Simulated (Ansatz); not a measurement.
# LiTbSe2: which shell does photoemission see at 21.2 and 60 eV? (LDA)

The valence band of LiTbSe2 mixes several shells. Work out by hand which one leads the spectrum's area at each photon energy.

Filled states come from the projected DOS of Ansatz 0.2.0 (LDA+U, plane waves); cross sections σ and asymmetry parameters β are those of free atoms in a Dirac–Hartree–Slater calculation. A shell's area is states × σ × angular factor, which is 1 − β·P₂(cos θ)/2 for unpolarised light, with θ = 45° from the beam and P₂ = 0.250.

**At 21.2 eV** (states counted from 10.6 eV below the zero; other shells add 0.094 to the products' sum of 19.9):

```
shell  filled states a cell  cross section (Mb an electron)     β  angular factor  product  share by hand (%)  share in the simulated spectrum (%)
Tb 5p                  0.00                               0  0.00            1.00        0                  0                                    0
Tb 5d                  1.81                             2.5  0.64            0.92     4.16                 21                                   21
Tb 4f                  8.02                           0.159  1.65            0.79     1.01                  5                                    5
Se 4p                  9.30                            2.04  1.83            0.77     14.6                 74                                   74
```

**At 60 eV** (states counted from 24.5 eV below the zero; other shells add 0.25 to the products' sum of 7):

| shell | filled states a cell | cross section (Mb an electron) | β | angular factor | product | share by hand (%) | share in the simulated spectrum (%) |
| --- | --- | --- | --- | --- | --- | --- | --- |
| Tb 5p | 5.88 | 0.263 | 1.52 | 0.81 | 1.25 | 18 | 18 |
| Tb 5d | 2.23 | 0.132 | 1.56 | 0.81 | 0.238 | 3 | 3 |
| Tb 4f | 8.05 | 0.641 | 0.49 | 0.94 | 4.85 | 69 | 69 |
| Se 4p | 9.37 | 0.0445 | 0.06 | 0.99 | 0.413 | 6 | 6 |

Se 4p leads at 21.2 eV and Tb 4f at 60 eV. Between the two energies σ of Se 4p changes by a factor 0.022 and that of Tb 4f by 4.0, so their ratio moves 186-fold in favour of the second. The simulated spectrum uses the same rule on the energy-resolved DOS, so the two share columns agree within a few points.

Only crystals where the two columns agree within 4 points and the lead is clear are worked in this form. Free-atom cross sections ignore the solid's final states, no escape depth or background enters, and the count of states a shell hangs on the projection.

[Logs are printed without paths, hosts, clocks, repeated set-up lines and the standing remarks that a program may print on its own settings, such as how far it seeks lower states.]
